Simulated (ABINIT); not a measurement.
An input for ABINIT 10.8.3 (Cs2InAgCl6 (Fm-3m)):

```
acell 3*1.0 Angstrom
rprim 
  0.000000000000 5.234500000000 5.234500000000
  5.234500000000 0.000000000000 5.234500000000
  5.234500000000 5.234500000000 0.000000000000
ntypat 4
znucl 55 49 47 17
natom 10
typat 1 1 2 3 4 4 4 4 4 4
xred 
  0.250000000000 0.250000000000 0.250000000000
  0.750000000000 0.750000000000 0.750000000000
  0.000000000000 0.000000000000 0.000000000000
  0.500000000000 0.500000000000 0.500000000000
  0.760210000000 0.239790000000 0.239790000000
  0.239790000000 0.760210000000 0.239790000000
  0.239790000000 0.760210000000 0.760210000000
  0.760210000000 0.239790000000 0.760210000000
  0.239790000000 0.239790000000 0.760210000000
  0.760210000000 0.760210000000 0.239790000000
pp_dirpath "pseudos"
pseudos "Cs.upf, In.upf, Ag.upf, Cl.upf"
ecut 39
ngkpt 2 2 2
nshiftk 1
shiftk 0 0 0
kptopt 1
chksymbreak 0
iscf -2
irdden 1
istwfk *1
nband 249
nbdbuf 22
tolwfr 1e-09
nstep 60
prtvol 0
indata_prefix "in"
outdata_prefix "out"
tmpdata_prefix "tmp"
```

```sh
OMP_NUM_THREADS=5 mpirun -n 3 abinit run.abi > log
```

Question: Estimate wall time and host memory on 3 MPI ranks of Arm Neoverse N1, shared host.

It took 4.3 min; on shared hardware allow 2.1 min to 8.6 min. Peak host memory was 0.71 GiB.

[Paths, hosts, dates, memory and timing lines, banners, echoed tables and standing remarks are left out of the program output.]

[Logs are printed without paths, hosts, clocks, repeated set-up lines and the standing remarks that a program may print on its own settings, such as how far it seeks lower states.]

[Runs of the session that timed out or met a known fault of the program may be left out.]

[Hosts, paths, dates, database ids (printed as entryN), source tags and the programs' standing remarks are cut or masked in the printed files.]

[G0W0 gaps are taken among the corrected bands and points alone; a level outside them can change the order at an edge.]

[Where Ansatz stands beside ABINIT at settings called matched, ABINIT's density can come from a denser mesh and the files from another edition; pairs whose starting gaps differed by over 0.03 eV were left out, so agreement reads better than it is.]
